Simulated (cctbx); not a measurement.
**Symmetry from intensities**

Cell: a = 3.3080 Å, b = 3.3080 Å, c = 16.3820 Å, α = 90.00°, β = 90.00°, γ = 120.00°. Expected content of the cell: Hf3 Nb3 P3 B3.

Simulated single-crystal data (cctbx): Cu Kα, λ = 1.54184 Å, to d = 0.83 Å, 70 % of the full sphere, strongest reflection 20000 counts, noise from counting, a 2 % proportional error and a noise floor of 4 counts (s.d.); no absorption, some extinction.

A first pass over the reflections prints:

```text
727 reflections to d = 0.833 A
centring   violations  <I/sigma> of those
    A        108 of   357      9.7
    B        115 of   362     10.3
    C        119 of   389      9.6
    I        109 of   367      9.7
    R          0 of   493     -0.0
    F        171 of   554      9.9
Laue class    unique    Rint  (classes that these axes allow; Friedel mates merged)
R -3 :H            62   0.019
R -3 m :H          49   0.019
space group    extra absences  I>4sigma  <I/sigma>
R 3 2 :H                0          0         -  acentric
R 3 m :H                0          0         -  acentric
R -3 m :H               0          0         -  centric
Wilson B = 1.28 A^2   <|E^2-1|> = 0.688 (0.968 centric, 0.736 acentric)   E^2>4: 0.0 %
shell (A)         n   <I/sigma>
 5.46 - 1.32     18     60.9
 1.32 - 1.05     11     60.6
 1.05 - 0.92     10     58.3
 0.92 - 0.83     10     51.8
```

Q: Read the symmetry from these tables.

The reflections that R centring forbids are absent (⟨I/σ⟩ near 0), so the lattice is R.

Rint stays low (0.019) up to R -3 m :H, the highest class in these axes.

3 settings pass the absence test. No glide or screw absences show, which leaves R 3 2, R 3 m and R -3 m.

⟨|E²−1|⟩ = 0.688 leans to a non-centrosymmetric structure. The Wilson B of 1.28 Å² means U ≈ 0.0162 Å².

The true group is R3m (no. 160), Laue class -3m, non-centrosymmetric. The tables only narrow the choice to the tied entries; cell content, site symmetry and trial solutions must settle it.

The model is made up (kin elements in a known structure type, no relaxation), so it says nothing on whether the phase exists.

[Logs are printed without paths, hosts, clocks, repeated set-up lines and the standing remarks that a program may print on its own settings, such as how far it seeks lower states.]
